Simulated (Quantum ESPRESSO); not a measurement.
**SiC (Moissanite 3C): zone-centre phonons**

Which modes does SiC (Moissanite 3C) have at the zone centre?

Program: Quantum ESPRESSO 7.5. Level of theory: DFT LDA, scalar-relativistic, plane waves, PseudoDojo norm-conserving pseudopotentials. Results are calculated unless marked as measured.

The experiments to compare with:

“On melting of silicon carbide under pressure” (2012, arxiv:1210.3244) quotes from earlier work for SiC, 3C polytype (zincblende) (single crystals from silicon oxide and carbon black reaction at 2800 K, annealed in air): lattice constant a (a of cubic 3C-SiC starting crystals) 4.357 Å [Starting-material characterisation; no method, uncertainty or temperature given].

“Infrared properties of SiC particles” (1999, arxiv:astro-ph/9903031) quotes from earlier work for SiC, 3C (beta, cubic zinc blende) (literature average; scatter up to 0.2): ε∞ (high-frequency dielectric constant) 6.49 [average of published experimental values; polytype label garbled in the row, 3C inferred …].

“The effects of helium, strontium, and silver triple ions implanted into SiC” (2023, pmc:10585298) reports for SiC, zincblende 3C (polycrystalline, some 6H present), by Raman spectroscopy, 532 nm (un-implanted polycrystalline wafer, mainly 3C with some 6H): Raman mode (TO, upper component of the split transverse peak) about 794.3 cm⁻¹ [polycrystalline mixed 3C/6H wafer; TO peak is split, unlike ideal 3C].

For SiC, 3C (zinc blende) (high-purity CVD 3C-SiC wafer, 292 K), “Optical properties of silicon carbide for astrophysical applications I. New laboratory infrared reflectance spectra and optical constants” (2008, arxiv:0803.1210) gives, by FTIR reflectance, classical dispersion analysis: infrared mode (TO at Gamma) about 797.5 cm⁻¹ [TO position from reflectance band and dispersion fit; imperfect surface polish].

## (1) The starting structure

Symmetry: F-43m, No. 216, cubic system. Conventional cell: a = 4.358 Å, b = 4.358 Å, c = 4.358 Å, α = 90.00°, β = 90.00°, γ = 90.00°. Nearest to Si lie 4 C at 1.89 Å. Nearest to C lie 4 Si at 1.89 Å. Farther neighbours are not listed.

## (2) A first look

Before anything dear is run, a loose run with smearing shows whether this is a metal and how far the cell is from rest.

File probe.in:

```
 &control
    calculation='scf',
    prefix='x',
    outdir='./tmp',
    pseudo_dir='./pseudo',
    tprnfor=.true.,
    tstress=.true.,
    verbosity='high',
 /
 &system
    ibrav=0,
    nat=2,
    ntyp=2,
    ecutwfc=90.0,
    occupations='smearing',
    smearing='gaussian',
    degauss=0.01,
 /
 &electrons
    conv_thr=1.0d-07,
    mixing_beta=0.7,
    electron_maxstep=100,
 /
ATOMIC_SPECIES
 Si     28.0850  Si.upf
 C      12.0110  C.upf
CELL_PARAMETERS angstrom
    -2.179000000    0.000000000    2.179000000
     0.000000000    2.179000000    2.179000000
    -2.179000000    2.179000000    0.000000000
ATOMIC_POSITIONS crystal
 Si     0.000000000   0.000000000   0.000000000
 C      0.250000000   0.250000000   0.250000000
K_POINTS automatic
 8 8 8 0 0 0
```

Run with:

```console
> OMP_NUM_THREADS=1 mpirun -n 4 pw.x -nk 4 -in probe.in > probe.out
```

Output:

```text
[banners, grids, parts of the stress and lines that vanish by symmetry left out]
Program PWSCF v.7.5
     Message from routine setup:
     using ibrav=0 with symmetry is DISCOURAGED, use correct ibrav instead
[...]
kinetic-energy cutoff     =      90.0000  Ry
     charge density cutoff     =     360.0000  Ry
     scf convergence threshold =      1.0E-07
[...]
Exchange-correlation= SLA  PW   NOGX NOGC
                           (   1   4   0   0   0   0   0)
[...]
24 Sym. Ops. (no inversion) found
[...]
(     0          1          0      )
                  (     0          0          1      )
[...]
(  0.0000000  1.0000000  0.0000000 )
                  ( -0.0000000 -0.0000000  1.0000000 )
[...]
(     1          0         -1      )
                  (     0          0         -1      )
[...]
(  0.0000000  1.0000000  0.0000000 )
[...]
(    -1          0          1      )
                  (    -1          0          0      )
[...]
( -0.0000000 -0.0000000  1.0000000 )
                  (  0.0000000 -1.0000000 -0.0000000 )
[...]
number of k points=    29  Gaussian smearing, width (Ry)=  0.0100
[...]
End of self-consistent calculation
[...]
the Fermi energy is     9.9917 ev
!    total energy              =     -20.63322436 Ry
[...]
convergence has been achieved in   8 iterations
[...]
atom    1 type  1   force =     0.00000000    0.00000000   -0.00000000
     atom    2 type  2   force =    -0.00000000   -0.00000000    0.00000000
[...]
Total force =     0.000000     Total SCF correction =     0.000000
[...]
total   stress  (Ry/bohr**3)                   (kbar)     P=      -48.87
[...]
XML data file, charge density, pseudopotentials, collected wavefunctions

   JOB DONE.
```

It took 2.8 s on 4 MPI ranks of Arm Neoverse V1, shared host; 11 s of CPU time.

This step gave:

| Property | Result |
| --- | --- |
| volume per atom | 10.35 Å³ |
| pressure | -4.887 GPa |
| gap on the k-mesh | 1.328 eV |

A gap of 1.3 eV opens on this mesh, so the crystal is taken as an insulator; the start stands at -4.9 GPa.

## (3) Relaxation

The relaxation runs at a cutoff a fifth above that of the response, since stress converges more slowly with the basis than frequencies do. Forces and stress are brought to rest with tight thresholds.

File relax.in:

```
 &control
    calculation='vc-relax',
    prefix='x',
    outdir='./tmp',
    pseudo_dir='./pseudo',
    tprnfor=.true.,
    tstress=.true.,
    forc_conv_thr=2.0d-05,
    etot_conv_thr=1.0d-07,
    nstep=40,
 /
 &system
    ibrav=0,
    nat=2,
    ntyp=2,
    ecutwfc=108,
    occupations='fixed',
    nbnd=6,
 /
 &electrons
    conv_thr=1.0d-11,
    mixing_beta=0.7,
    electron_maxstep=100,
 /
 &ions
 /
 &cell
    press_conv_thr=0.2,
 /
ATOMIC_SPECIES
 Si     28.0850  Si.upf
 C      12.0110  C.upf
CELL_PARAMETERS angstrom
    -2.179000000    0.000000000    2.179000000
     0.000000000    2.179000000    2.179000000
    -2.179000000    2.179000000    0.000000000
ATOMIC_POSITIONS crystal
 Si     0.000000000   0.000000000   0.000000000
 C      0.250000000   0.250000000   0.250000000
K_POINTS automatic
 10 10 10 0 0 0
```

Run with:

```console
> OMP_NUM_THREADS=1 mpirun -n 4 pw.x -nk 4 -in relax.in > relax.out
```

Output:

```text
[banners, grids, parts of the stress and lines that vanish by symmetry left out]
[banner, memory and clock lines left out]
Program PWSCF v.7.5

[...]
kinetic-energy cutoff     =     108.0000  Ry
     charge density cutoff     =     432.0000  Ry
     scf convergence threshold =      1.0E-11
[...]
energy convergence thresh.=      1.0E-07
     force convergence thresh. =      2.0E-05
     press convergence thresh. =      2.0E-01
     Exchange-correlation= SLA  PW   NOGX NOGC
                           (   1   4   0   0   0   0   0)
[...]
24 Sym. Ops. (no inversion) found
[...]
number of k points=    47
[...]
End of self-consistent calculation
[...]
highest occupied, lowest unoccupied level (ev):     9.2524   10.5812
!    total energy              =     -20.63331281 Ry
[...]
convergence has been achieved in  20 iterations
[...]
atom    1 type  1   force =     0.00000000    0.00000000    0.00000000
     atom    2 type  2   force =    -0.00000000   -0.00000000    0.00000000
     Total force =     0.000000     Total SCF correction =     0.000000
[...]
total   stress  (Ry/bohr**3)                   (kbar)     P=      -49.01
[...]
number of bfgs steps    =   0
[...]
CELL_PARAMETERS (angstrom)
[...]
ATOMIC_POSITIONS (crystal)
Si               0.0000000000        0.0000000000        0.0000000000
C                0.2500000000        0.2500000000        0.2500000000
[...]
New effective cutoffs (rho, wfc):  438.01  109.81
[...]
End of self-consistent calculation
[...]
highest occupied, lowest unoccupied level (ev):     9.5690   10.8774
!    total energy              =     -20.63383038 Ry
[...]
convergence has been achieved in  10 iterations
[...]
atom    1 type  1   force =     0.00000000    0.00000000    0.00000000
     atom    2 type  2   force =    -0.00000000   -0.00000000   -0.00000000
     Total force =     0.000000     Total SCF correction =     0.000000
[...]
total   stress  (Ry/bohr**3)                   (kbar)     P=        6.13
[...]
number of bfgs steps    =   1
[...]
CELL_PARAMETERS (angstrom)
[...]
ATOMIC_POSITIONS (crystal)
Si               0.0000000000        0.0000000000       -0.0000000000
C                0.2500000000        0.2500000000        0.2500000000
[...]
New effective cutoffs (rho, wfc):  437.21  109.61
[...]
End of self-consistent calculation
[...]
highest occupied, lowest unoccupied level (ev):     9.5339   10.8446
!    total energy              =     -20.63383795 Ry
[...]
convergence has been achieved in  10 iterations
[...]
atom    1 type  1   force =    -0.00000000    0.00000000   -0.00000000
     atom    2 type  2   force =     0.00000000   -0.00000000    0.00000000
     Total force =     0.000000     Total SCF correction =     0.000000
[...]
total   stress  (Ry/bohr**3)                   (kbar)     P=       -0.20
[...]
number of bfgs steps    =   2
[...]
small trust_radius: resetting bfgs history
[...]
CELL_PARAMETERS (angstrom)
[...]
ATOMIC_POSITIONS (crystal)
Si               0.0000000000        0.0000000000       -0.0000000000
C                0.2500000000        0.2500000000        0.2500000000
[...]
New effective cutoffs (rho, wfc):  437.23  109.62
[...]
End of self-consistent calculation
[...]
highest occupied, lowest unoccupied level (ev):     9.5352   10.8458
!    total energy              =     -20.63383795 Ry
[...]
convergence has been achieved in   7 iterations
[...]
atom    1 type  1   force =    -0.00000000   -0.00000000    0.00000000
     atom    2 type  2   force =    -0.00000000   -0.00000000    0.00000000
     Total force =     0.000000     Total SCF correction =     0.000000
[...]
total   stress  (Ry/bohr**3)                   (kbar)     P=        0.03
[...]
bfgs converged in   4 scf cycles and   3 bfgs steps
[...]
End of BFGS Geometry Optimization
     Final enthalpy           =     -20.6338379547 Ry
     File ./tmp/x.bfgs deleted, as requested
[...]
CELL_PARAMETERS (angstrom)
[...]
ATOMIC_POSITIONS (crystal)
Si               0.0000000000        0.0000000000       -0.0000000000
C                0.2500000000        0.2500000000        0.2500000000
[...]
Final scf calculation at the relaxed structure.
[...]
kinetic-energy cutoff     =     108.0000  Ry
     charge density cutoff     =     432.0000  Ry
     scf convergence threshold =      1.0E-13
[...]
press convergence thresh. =      2.0E-01
     Exchange-correlation= SLA  PW   NOGX NOGC
                           (   1   4   0   0   0   0   0)
[...]
24 Sym. Ops. (no inversion) found
[...]
number of k points=    47
[...]
c_bands:  2 eigenvalues not converged
     c_bands:  1 eigenvalues not converged
     c_bands:  1 eigenvalues not converged
[...]
c_bands:  1 eigenvalues not converged
[...]
End of self-consistent calculation
[...]
highest occupied, lowest unoccupied level (ev):     9.5352   10.8458
!    total energy              =     -20.63383593 Ry
[...]
convergence has been achieved in  16 iterations
[...]
atom    1 type  1   force =    -0.00000000   -0.00000000    0.00000000
     atom    2 type  2   force =     0.00000000    0.00000000   -0.00000000
     Total force =     0.000000     Total SCF correction =     0.000000
[...]
total   stress  (Ry/bohr**3)                   (kbar)     P=        0.04
[...]
XML data file, charge density, pseudopotentials, collected wavefunctions
```

It took 24 s on 4 MPI ranks.

Step by step:

```csv
step,energy less that of the first step (eV),largest force (eV/Å),pressure (GPa),volume (Å³)
1,0.0000,0.0000,-4.90,20.69
2,-0.0070,0.0000,0.61,20.18
3,-0.0071,0.0000,-0.02,20.23
4,-0.0071,0.0000,0.00,20.23
5,-0.0071,0.0000,0.00,20.23
```

```csv
"conventional cell, symmetrised",before,after,change
a (Å),4.358,4.326,-0.7 %
b (Å),4.358,4.326,-0.7 %
c (Å),4.358,4.326,-0.7 %
volume (Å³/atom),10.35,10.12,-2.2 %
```

The relaxed structure:

```cif
data_structure
_symmetry_space_group_name_H-M 'P 1'
_symmetry_Int_Tables_number 1
_cell_length_a 3.0586
_cell_length_b 3.0586
_cell_length_c 3.0586
_cell_angle_alpha 60.000
_cell_angle_beta 60.000
_cell_angle_gamma 60.000
_cell_volume 20.23
loop_
_atom_site_label
_atom_site_type_symbol
_atom_site_fract_x
_atom_site_fract_y
_atom_site_fract_z
_atom_site_occupancy
Si1 Si 0.00000 0.00000 0.00000 1
C2 C 0.25000 0.25000 0.25000 1
```

The last row of the table of steps is pw.x's closing run on a basis chosen anew for the final cell, so its energy can jump.

Numbers from this step:

```
volume per atom   : 10.12 Å³
pressure          : 0.004 GPa
gap on the k-mesh : 1.311 eV
```

The volume changes by -2.2 % from the cell with which this run began.

## (4) Ground state

The response is built on this ground state, so it is converged far tighter than an energy would need. With a gap, occupations are fixed, which also allows the response to an electric field.

File scf.in:

```
 &control
    calculation='scf',
    prefix='x',
    outdir='./tmp',
    pseudo_dir='./pseudo',
    tprnfor=.true.,
    tstress=.true.,
 /
 &system
    ibrav=0,
    nat=2,
    ntyp=2,
    ecutwfc=90.0,
    occupations='fixed',
    nbnd=6,
 /
 &electrons
    conv_thr=1.0d-12,
    mixing_beta=0.7,
    electron_maxstep=100,
 /
ATOMIC_SPECIES
 Si     28.0850  Si.upf
 C      12.0110  C.upf
CELL_PARAMETERS angstrom
    -2.162766515    0.000000000    2.162766515
     0.000000000    2.162766515    2.162766515
    -2.162766515    2.162766515    0.000000000
ATOMIC_POSITIONS crystal
 Si     0.000000000   0.000000000   0.000000000
 C      0.250000000   0.250000000   0.250000000
K_POINTS automatic
 12 12 12 0 0 0
```

Run with:

```console
> OMP_NUM_THREADS=1 mpirun -n 4 pw.x -nk 4 -in scf.in > scf.out
```

Output:

```text
[banners, grids, parts of the stress and lines that vanish by symmetry left out]
[banner, memory and clock lines left out]
Program PWSCF v.7.5

[...]
kinetic-energy cutoff     =      90.0000  Ry
     charge density cutoff     =     360.0000  Ry
     scf convergence threshold =      1.0E-12
[...]
Exchange-correlation= SLA  PW   NOGX NOGC
                           (   1   4   0   0   0   0   0)
[...]
24 Sym. Ops. (no inversion) found
[...]
number of k points=    72
[...]
c_bands:  1 eigenvalues not converged
[...]
End of self-consistent calculation
[...]
highest occupied, lowest unoccupied level (ev):     9.5350   10.8458
!    total energy              =     -20.63383628 Ry
[...]
convergence has been achieved in  21 iterations
[...]
atom    1 type  1   force =    -0.00000000    0.00000000   -0.00000000
     atom    2 type  2   force =     0.00000000   -0.00000000    0.00000000
     Total force =     0.000000     Total SCF correction =     0.000000
[...]
total   stress  (Ry/bohr**3)                   (kbar)     P=        0.06
[...]
XML data file, charge density, pseudopotentials, collected wavefunctions
```

Wall time 9 s (4 MPI ranks).

Read from the output:

```
pressure : 0.006000 GPa
```

The cell stands at 0.0060 GPa, close enough for phonons.

(Part 1 of 2 ends here.)

[Host names and launcher messages were left out of these logs when they were recorded.]

[Logs are printed without paths, hosts, clocks, repeated set-up lines and the standing remarks that a program may print on its own settings, such as how far it seeks lower states.]

[Hosts, paths, dates, database ids (printed as entryN), source tags and the programs' standing remarks are cut or masked in the printed files.]
